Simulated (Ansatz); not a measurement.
**Li on Ta(110): change of the work function**

Aim: the work function of Ta(110) at several coverages of Li (hollow site), and the dipole that each adsorbate carries.

Method: plane-wave DFT, PBE, Ansatz PAW, in Ansatz 0.2.0.

Most raw output is cut from this account.

### Step 1. The structure

The cell holds 4 atoms: 4 Ta. Its edges and angles: a = 2.867 Å, b = 2.867 Å, c = 25.022 Å, α = 90.0°, β = 90.0°, γ = 70.5°. Vacuum lies along c.

### Step 2. The clean slab

The bare slab comes first, as the zero from which every change is counted. The two lowest layers are held at bulk places and the upper ones relax. The dipole correction removes the false field that a one-sided slab makes across the periodic vacuum, so each face gets a flat vacuum level of its own.

The input, input.yaml:

```yaml
crystal:
  lattice:
    - [2.3405234457, -1.655, 0.0]
    - [2.3405234457, 1.655, 0.0]
    - [0.0, 0.0, 25.0215703372]
  atoms:
    - { symbol: Ta, position: [0.0, 0.0, 0.3596896549] }
    - { symbol: Ta, position: [0.5, 0.5, 0.453229885] }
    - { symbol: Ta, position: [0.0, 0.0, 0.546770115] }
    - { symbol: Ta, position: [0.5, 0.5, 0.6403103451] }
kpoints:
  mp_grid: { grid: [12, 12, 1] }
hamiltonian:
  xc: pbe
scf:
  occupations: { method: fermi_dirac, width: 0.1 }
  convergence: { dr2_threshold: 1.0e-08 }
efield:
  axis: 3
  dipole_correction: true
  ramp_position: 0.97
  ramp_width: 0.06
relax:
  f_tol: 0.02
  max_steps: 60
  constraints: [{ sites: [0, 1] }]
output:
  write_potential: true
  write_density: true
  volumetric_format: npy
```

Launch:

```bash
$ ansatz run input.yaml --threads 4 --pin off --max-ram 6144MiB --backend cpu --events-out ev --progress --plain --runs-dir out
```

Run time: 32 s. Hardware: 4 threads of Arm Neoverse N1, shared host; peak memory 0.57 GiB.

Step by step:

```tsv
step	energy less that of the first step (eV)	largest force component (eV/Å)
1	0.0000	0.4148
2	0.0216	0.7793
3	-0.0194	0.0178
```

Relaxation step 2 was tried and not accepted.

The run keeps the 4 symmetry operations that it works with, so distortions that break them were not tested.

The atoms that moved most (Å):

```tsv
atom	dx	dy	dz	length
Ta4	0.000	0.000	-0.089	0.089
```

The relaxed structure:

```xyz
4
Lattice="2.3405 -1.6550 0.0000 2.3405 1.6550 0.0000 0.0000 0.0000 25.0216" Properties=species:S:1:pos:R:3
Ta    0.0000    0.0000    9.0000
Ta    2.3405    0.0000   11.3405
Ta    0.0000    0.0000   13.6834
Ta    2.3405    0.0000   15.9328
```

This step gave:

| Quantity | Value |
| --- | --- |
| energy at zero smearing | -39726.6887 eV |
| work function, upper face | 4.767 eV |
| work function, lower face | 4.818 eV |
| dipole along the normal | 0.002172 e·Å |
| step between the vacuum levels | -0.05074 eV |

Running mean over 2.341 Å of the planar mean; the ramp of the sawtooth is left out. The electron's electrostatic potential energy less the Fermi level by z:

```tsv
z (Å)	electron's electrostatic potential energy less the Fermi level (eV)
3.5	4.82
4.0	4.82
4.5	4.81
5.0	4.80
5.5	4.76
6.0	4.62
6.5	4.21
7.0	2.96
7.5	-0.234
8.0	-5.19
8.5	-8.90
9.0	-10.1
9.5	-10.1
10.0	-10.0
10.5	-10.00
11.0	-9.98
11.5	-9.97
12.0	-9.96
12.5	-9.95
13.0	-9.96
13.5	-10.0
14.0	-10.3
14.5	-10.7
15.0	-10.9
15.5	-10.5
16.0	-10.1
16.5	-8.57
17.0	-4.55
17.5	0.305
18.0	3.18
18.5	4.25
19.0	4.60
19.5	4.72
20.0	4.75
20.5	4.76
21.0	4.77
21.5	4.77
```

The relaxation took 3 steps and lowered the energy by 0.019 eV; the largest force on the free atoms ends at 0.018 eV/Å.

The work function of the upper face is 4.77 eV.

### Step 3. The covered slab, k-mesh 6×6×1, coverage 0.25 ML

System of this step: Li/Ta(110). The cell holds 17 atoms: 16 Ta and 1 Li. Its edges and angles: a = 5.733 Å, b = 5.733 Å, c = 27.557 Å, α = 90.0°, β = 90.0°, γ = 70.5°. Vacuum lies along c.

The clean slab as it ended is repeated in the plane and the adsorbate is set on one face; the cell's size fixes the coverage, and the k-mesh shrinks with it to keep the sampling density about even. Adsorbate and upper layers relax, since the dipole depends on the height.

The input, input.yaml:

```yaml
crystal:
  lattice:
    - [4.6810468914, -3.31, 0.0]
    - [4.6810468914, 3.31, 0.0]
    - [0.0, 0.0, 27.5573286585]
  atoms:
    - { symbol: Ta, position: [0.0, 0.0, 0.3265918882] }
    - { symbol: Ta, position: [0.25, 0.25, 0.4115247739] }
    - { symbol: Ta, position: [0.0, 0.0, 0.4965446861] }
    - { symbol: Ta, position: [0.25, 0.25, 0.5781691423] }
    - { symbol: Ta, position: [0.0, 0.5, 0.3265918882] }
    - { symbol: Ta, position: [0.25, 0.75, 0.4115247739] }
    - { symbol: Ta, position: [0.0, 0.5, 0.4965446861] }
    - { symbol: Ta, position: [0.25, 0.75, 0.5781691423] }
    - { symbol: Ta, position: [0.5, 0.0, 0.3265918882] }
    - { symbol: Ta, position: [0.75, 0.25, 0.4115247739] }
    - { symbol: Ta, position: [0.5, 0.0, 0.4965446861] }
    - { symbol: Ta, position: [0.75, 0.25, 0.5781691423] }
    - { symbol: Ta, position: [0.5, 0.5, 0.3265918882] }
    - { symbol: Ta, position: [0.75, 0.75, 0.4115247739] }
    - { symbol: Ta, position: [0.5, 0.5, 0.4965446861] }
    - { symbol: Ta, position: [0.75, 0.75, 0.5781691423] }
    - { symbol: Li, position: [0.42, 0.42, 0.6734081118] }
kpoints:
  mp_grid: { grid: [6, 6, 1] }
hamiltonian:
  xc: pbe
scf:
  occupations: { method: fermi_dirac, width: 0.1 }
  convergence: { dr2_threshold: 1.0e-08 }
efield:
  axis: 3
  dipole_correction: true
  ramp_position: 0.97
  ramp_width: 0.06
relax:
  f_tol: 0.02
  max_steps: 60
  constraints: [{ sites: [0, 1, 4, 5, 8, 9, 12, 13] }]
output:
  dos: { projected: true, e_range: [-8, 4] }
  write_potential: true
  write_density: true
  volumetric_format: npy
  elf: true
```

The job ended after 9.7 min (4 threads; peak memory 3 GiB).

Relaxation path:

```tsv
step	energy less that of the first step (eV)	largest force component (eV/Å)
1	0.0000	0.4694
2	-0.0195	0.6433
3	-0.0727	0.0540
4	-0.0768	0.0454
5	-0.0837	0.0314
6	-0.0874	0.0306
7	-0.0884	0.0422
8	-0.0886	0.0123
```

Forces are held to the 2 operations that the run works with; a distortion that breaks them can't arise in this run.

The atoms that moved most (Å):

```tsv
atom	dx	dy	dz	length
Li17	0.760	0.000	-0.201	0.786
Ta4	0.024	0.000	0.051	0.056
Ta16	-0.024	0.000	0.049	0.054
Ta3	0.001	0.000	-0.025	0.025
Ta12	-0.001	-0.020	0.007	0.021
Ta8	-0.001	0.020	0.007	0.021
Ta7	0.000	0.000	0.006	0.006
Ta11	0.000	0.000	0.006	0.006
```

Final coordinates:

```cif
data_structure
_symmetry_space_group_name_H-M 'P 1'
_symmetry_Int_Tables_number 1
_cell_length_a 5.7331
_cell_length_b 5.7331
_cell_length_c 27.5573
_cell_angle_alpha 90.000
_cell_angle_beta 90.000
_cell_angle_gamma 70.529
_cell_volume 853.96
loop_
_atom_site_label
_atom_site_type_symbol
_atom_site_fract_x
_atom_site_fract_y
_atom_site_fract_z
_atom_site_occupancy
Ta1 Ta 0.00000 0.00000 0.32659 1
Ta2 Ta 0.25000 0.25000 0.41152 1
Ta3 Ta 0.00007 0.00007 0.49564 1
Ta4 Ta 0.25252 0.25252 0.58000 1
Ta5 Ta 0.00000 0.50000 0.32659 1
Ta6 Ta 0.25000 0.75000 0.41152 1
Ta7 Ta 0.00009 0.49994 0.49675 1
Ta8 Ta 0.24697 0.75289 0.57843 1
Ta9 Ta 0.50000 0.00000 0.32659 1
Ta10 Ta 0.75000 0.25000 0.41152 1
Ta11 Ta 0.49994 0.00009 0.49675 1
Ta12 Ta 0.75289 0.24697 0.57843 1
Ta13 Ta 0.50000 0.50000 0.32659 1
Ta14 Ta 0.75000 0.75000 0.41152 1
Ta15 Ta 0.49994 0.49994 0.49661 1
Ta16 Ta 0.74748 0.74748 0.57995 1
Li17 Li 0.50115 0.50115 0.66612 1
```

Numbers from this step:

```yaml
energy_at_zero_smearing: -159112.1415 eV
work_function_upper_face: 2.556 eV
work_function_lower_face: 4.789 eV
dipole_along_the_normal: 0.3824 e·Å
step_between_the_vacuum_levels: -2.233 eV
```

Running mean over 2.341 Å of the planar mean; the ramp of the sawtooth is left out. The electron's electrostatic potential energy less the Fermi level by z:

z (Å), electron's electrostatic potential energy less the Fermi level (eV) and a bar from the least value:
```
      3.5        4.8 ##############################
      4.0        4.8 ##############################
      4.5        4.8 ##############################
      5.0        4.8 ##############################
      5.5        4.7 ##############################
      6.0        4.6 ##############################
      6.5        4.2 #############################
      7.0        2.9 ##########################
      7.5       -0.3 ####################
      8.0       -5.2 ###########
      8.5       -8.9 ###
      9.0      -10.1 #
      9.5      -10.1 #
     10.0      -10.0 #
     10.5      -10.0 #
     11.0      -10.0 #
     11.5      -10.0 #
     12.0      -10.0 #
     12.5      -10.0 #
     13.0      -10.0 #
     13.5      -10.0 #
     14.0      -10.2 #
     14.5      -10.5 
     15.0      -10.6 
     15.5      -10.4 
     16.0      -10.1 #
     16.5       -8.8 ####
     17.0       -5.2 ##########
     17.5       -1.0 ###################
     18.0        1.4 #######################
     18.5        2.0 #########################
     19.0        2.1 #########################
     19.5        2.2 #########################
     20.0        2.4 #########################
     20.5        2.5 ##########################
     21.0        2.5 ##########################
     21.5        2.5 ##########################
     22.0        2.6 ##########################
     22.5        2.6 ##########################
     23.0        2.6 ##########################
     23.5        2.6 ##########################
     24.0        2.6 ##########################
```

The density of states has structure finer than the step of the table below, so its rows give means over 0.25 eV, whole bins alone (the curve runs from -8 to 1.86 eV). Peaks (eV: height): -1.560: 54.1, -1.470: 42.3, -1.260: 38.1, -1.020: 35.5, -0.690: 29.5, -0.300: 30.4, -0.090: 27.6.

Density of states against energy, zero at the Fermi level; means over each step:

```tsv
energy (eV)	density of states (states/eV a cell)
-7.75	0
-7.50	0.174
-7.25	0.895
-7.00	0.859
-6.75	0.946
-6.50	0.942
-6.25	1.72
-6.00	2.29
-5.75	2.35
-5.50	2.49
-5.25	1.48
-5.00	3.56
-4.75	4.61
-4.50	4.19
-4.25	6.85
-4.00	9.91
-3.75	11.3
-3.50	9.43
-3.25	14.6
-3.00	18.3
-2.75	15.4
-2.50	10.7
-2.25	10.3
-2.00	7.59
-1.75	6.27
-1.50	33.3
-1.25	30.0
-1.00	26.4
-0.75	24.9
-0.50	23.3
-0.25	26.3
0.00	23.1
0.25	18.0
0.50	11.1
0.75	12.0
1.00	13.8
1.25	11.1
1.50	11.0
```

Projected DOS per atom over height of the atomic layer and energy from the Fermi level. Layers: Ta4 Ta4 Ta4 Ta4 Li from below.

Values in states/eV, 22 rows by 5 columns, each cell a mean:
```
0.91 0.44 0.42 0.82 0.66
0.68 0.49 0.50 0.94 0.41
0.80 0.43 0.50 0.85 0.20
1.15 0.70 0.69 1.03 0.13
1.73 1.27 1.29 1.55 0.10
2.01 1.25 1.14 1.50 0.13
1.75 1.48 1.39 1.93 0.48
1.47 1.74 1.84 1.77 0.30
0.40 0.33 0.36 0.54 0.04
0.68 0.65 0.61 0.70 0.02
0.92 1.13 1.13 0.89 0.02
0.77 0.94 0.99 0.85 0.03
0.51 0.74 0.77 0.55 0.04
0.34 0.53 0.57 0.37 0.03
0.26 0.30 0.31 0.28 0.03
0.15 0.16 0.17 0.16 0.02
0.14 0.15 0.15 0.15 0.01
0.12 0.15 0.15 0.13 0.01
0.05 0.09 0.09 0.05 0.00
0.03 0.08 0.08 0.04 0.00
0.02 0.05 0.06 0.03 0.00
0.00 0.00 0.00 0.00 0.00
```
Columns: height of the atomic layer (Å) from 9 to 18.4; rows upwards: energy from the Fermi level (eV) from -7.96 to 1.84.

Electrostatic potential energy in the ca plane at fractional y = 0.500, with atoms of Ta and Li within 0.2 Å of it. With pseudopotentials it is smooth inside the atoms' cores, unlike the true potential.

Ten even steps from '0' (-51 eV) to '9' (8 eV), each cell a mean:
```
01589999986200168999999999999999999999999999
24789999998533579999999999999999999999999999
77899988999877899988999999999999999999999999
88999888999988999988899999999999999999999999
77899988999877899988999999999999999999999999
24789999998533579999999987789999999999999999
01589999986200268999999864478999999999999999
00489999986100158999999853478999999999999999
02689999997310368999999975688999999999999999
56899989998755689999999998899999999999999999
88999888999888899988999999999999999999999999
88999888999888899988899999999999999999999999
56899989998755689998999999999999999999999999
02689999997300368999999999999999999999999999
00489999986100158999999999999999999999999999
```
Columns run along c (16.0 Å, from fractional 0.33 to 0.91 of the cell; values clipped at the 3rd and 97th percentile), rows up along a (5.7 Å). Atoms in or near the plane, at fractional coordinates: Ta at (0.50, 0.00), Ta at (0.50, 0.50), Li at (0.67, 0.50).

ELF in the ca plane at fractional y = 0.500, with atoms of Ta and Li within 0.2 Å of it. It is the smooth field of the valence electrons, not physical close to the nuclei.

Values, 8 rows by 16 columns, each cell a mean:
```
0.52 0.41 0.38 0.35 0.56 0.42 0.42 0.39 0.53 0.37 0.14 0.03 0.00 0.00 0.00 0.00
0.33 0.43 0.32 0.46 0.30 0.35 0.40 0.35 0.55 0.46 0.20 0.04 0.00 0.00 0.00 0.00
0.36 0.42 0.32 0.41 0.36 0.33 0.40 0.38 0.50 0.11 0.06 0.03 0.00 0.00 0.00 0.00
0.51 0.41 0.41 0.35 0.52 0.45 0.43 0.46 0.36 0.75 0.04 0.01 0.00 0.00 0.00 0.00
0.52 0.40 0.38 0.35 0.56 0.42 0.42 0.44 0.37 0.48 0.03 0.02 0.00 0.00 0.00 0.00
0.33 0.43 0.32 0.46 0.30 0.35 0.40 0.37 0.55 0.23 0.11 0.03 0.00 0.00 0.00 0.00
0.36 0.42 0.33 0.41 0.35 0.33 0.40 0.35 0.53 0.45 0.19 0.04 0.00 0.00 0.00 0.00
0.50 0.41 0.41 0.35 0.51 0.45 0.44 0.41 0.53 0.35 0.12 0.02 0.00 0.00 0.00 0.00
```
Columns run along c (16.0 Å, from fractional 0.33 to 0.91 of the cell), rows up along a (5.7 Å). Atoms in or near the plane, at fractional coordinates: Ta at (0.50, 0.00), Ta at (0.50, 0.50), Li at (0.67, 0.50).

Valence density in the ca plane at fractional y = 0.500, with atoms of Ta and Li within 0.2 Å of it. It is the smooth field of the valence electrons, not physical close to the nuclei.

Values in e/Å³, 8 rows by 16 columns, each cell a mean:
```
2.6 0.3 0.2 0.4 3.0 1.5 0.3 0.2 0.1 0.0 0.0 0.0 0.0 0.0 0.0 0.0
0.4 0.2 0.3 0.3 0.5 0.3 0.3 0.2 0.1 0.0 0.0 0.0 0.0 0.0 0.0 0.0
0.8 0.3 0.3 0.3 0.8 0.5 0.3 0.2 0.1 0.0 0.0 0.0 0.0 0.0 0.0 0.0
3.1 0.3 0.2 0.5 3.6 1.9 0.2 0.2 0.3 2.7 0.0 0.0 0.0 0.0 0.0 0.0
2.6 0.3 0.2 0.4 3.0 1.5 0.3 0.2 0.2 1.4 0.0 0.0 0.0 0.0 0.0 0.0
0.4 0.2 0.3 0.3 0.4 0.3 0.3 0.2 0.1 0.0 0.0 0.0 0.0 0.0 0.0 0.0
0.8 0.3 0.3 0.3 0.9 0.5 0.3 0.2 0.1 0.0 0.0 0.0 0.0 0.0 0.0 0.0
3.1 0.3 0.2 0.4 3.5 1.9 0.3 0.2 0.1 0.0 0.0 0.0 0.0 0.0 0.0 0.0
```
Columns run along c (16.0 Å, from fractional 0.33 to 0.91 of the cell), rows up along a (5.7 Å). Atoms in or near the plane, at fractional coordinates: Ta at (0.50, 0.00), Ta at (0.50, 0.50), Li at (0.67, 0.50).

The relaxation took 8 steps and lowered the energy by 0.089 eV; the largest force on the free atoms ends at 0.012 eV/Å.

By hand: a sheet of dipoles makes a step −p/(ε₀A) in the electron's potential. With e/ε₀ = 180.95 V·Å, p = 0.3824 e·Å and A = 30.99 Å², that is −180.95 × (0.3824) / 30.99 = -2.233 eV, and the two vacuum levels of the run differ by -2.233 eV.

The covered face has 2.56 eV, -2.21 eV against the clean one; the bare back face has moved by -0.03 eV, a measure of how thin the slab is.

### Step 4. Adsorbate added, k-mesh 12×12×1, coverage 1 ML

System of this step: Li/Ta(110). The cell holds 5 atoms: 4 Ta and 1 Li. Its edges and angles: a = 2.867 Å, b = 2.867 Å, c = 27.557 Å, α = 90.0°, β = 90.0°, γ = 70.5°. Vacuum lies along c.

Another coverage, to see how the dipoles act on each other as their distance changes.

input.yaml, the sections that differ from step 3:

```yaml
crystal:
  lattice:
    - [2.3405234457, -1.655, 0.0]
    - [2.3405234457, 1.655, 0.0]
    - [0.0, 0.0, 27.5573286585]
  atoms:
    - { symbol: Ta, position: [0.0, 0.0, 0.3265918882] }
    - { symbol: Ta, position: [0.5, 0.5, 0.4115247739] }
    - { symbol: Ta, position: [0.0, 0.0, 0.4965446861] }
    - { symbol: Ta, position: [0.5, 0.5, 0.5781691423] }
    - { symbol: Li, position: [0.84, 0.84, 0.6734081118] }
kpoints:
  mp_grid: { grid: [12, 12, 1] }
relax:
  f_tol: 0.02
  max_steps: 60
  constraints: [{ sites: [0, 1] }]
output:
  write_potential: true
  write_density: true
  volumetric_format: npy
# hamiltonian, scf, efield: as in step 3
```

Elapsed: 68 s, on 4 threads; peak memory 0.61 GiB.

Step by step:

```tsv
step	energy less that of the first step (eV)	largest force component (eV/Å)
1	0.0000	0.4364
2	-0.0362	0.3443
3	-0.0608	0.0876
4	-0.0696	0.0227
5	-0.0721	0.0156
6	-0.0723	0.0058
```

Forces are held to the 2 operations that the run works with; a distortion that breaks them can't arise in this run.

The atoms that moved most (Å):

```tsv
atom	dx	dy	dz	length
Li5	0.744	0.000	-0.194	0.769
Ta4	-0.002	0.000	0.039	0.039
```

Final coordinates:

```xyz
5
Lattice="2.3405 -1.6550 0.0000 2.3405 1.6550 0.0000 0.0000 0.0000 27.5573" Properties=species:S:1:pos:R:3
Ta    0.0000    0.0000    9.0000
Ta    2.3405    0.0000   11.3405
Ta   -0.0003    0.0000   13.6829
Ta    2.3381    0.0000   15.9720
Li    4.6760    0.0000   18.3636
```

Numbers from this step:

```yaml
energy_at_zero_smearing: -39931.8127 eV
work_function_upper_face: 3.266 eV
work_function_lower_face: 4.792 eV
dipole_along_the_normal: 0.06532 e·Å
step_between_the_vacuum_levels: -1.526 eV
```

Running mean over 2.341 Å of the planar mean; the ramp of the sawtooth is left out. Table of electron's electrostatic potential energy less the Fermi level by z:

```tsv
z (Å)	electron's electrostatic potential energy less the Fermi level (eV)
4	4.79
5	4.77
6	4.60
7	2.95
8	-5.20
9	-10.1
10	-10.0
11	-9.98
12	-9.97
13	-9.97
14	-10.2
15	-10.5
16	-10.1
17	-6.37
18	-1.72
19	-0.923
20	1.84
21	2.99
22	3.22
23	3.26
24	3.26
```

The relaxation took 6 steps and lowered the energy by 0.072 eV; the largest force on the free atoms ends at 0.0058 eV/Å.

The covered face has 3.27 eV, -1.50 eV against the clean one; the bare back face has moved by -0.03 eV, a measure of how thin the slab is.

### Step 5. Work function against coverage

This step: plane-wave DFT, PBE, Ansatz PAW; work function against coverage (Ansatz 0.2.0).

The runs are now put side by side.

This step gave:

| Quantity | Value |
| --- | --- |
| work function of the clean face | 4.767 eV |
| largest change of the work function | -2.211 eV |

Work function of the covered face against coverage:

```tsv
coverage (adsorbates/nm²)	work function of the covered face (eV)
0.00	4.77
3.23	2.56
12.91	3.27
```

The dipole per adsorbate comes from the change of the cell's dipole. Coverage, by row:

```tsv
coverage (1/nm²)	coverage (ML)	work function (eV)	change (eV)	dipole per adsorbate, positive end outwards (debye)	mean height of the added atoms over the highest substrate atom (Å)
3.227	0.25	2.556	-2.211	1.795	2.373
12.91	1	3.266	-1.5	0.303	2.392
```

### Step 6. Outcome

| Item | Value |
| --- | --- |
| work function of the clean face | 4.77 eV |
| work function at 0.25 ML | 2.56 eV |
| work function at 1 ML | 3.27 eV |
| dipole per adsorbate at 0.25 ML, positive end outwards | 1.79 D |

**Reading.** Li lowers the work function of Ta(110) at the lowest coverage, by 2.21 eV: the adsorbate layer has its positive end outwards. The slab has 4 layers, at the tabulated experimental lattice constant, one starting site was run, and quantum-size effects of a slab this thin can reach one or two tenths of an eV.

[Logs are printed without paths, hosts, clocks, repeated set-up lines and the standing remarks that a program may print on its own settings, such as how far it seeks lower states.]

[Hosts, paths, dates, database ids (printed as entryN), source tags and the programs' standing remarks are cut or masked in the printed files.]

[Maps of the electrostatic potential energy from Ansatz leave out the sawtooth potential of an applied field or a dipole correction, so their vacuum need not be flat; planar profiles and work functions include it.]

[The density of states shown here was stored with 400 of the rows of the run's finer table, so its peaks can read low, often by over a quarter, or be missed, and its means over a window can be off by a tenth or more.]
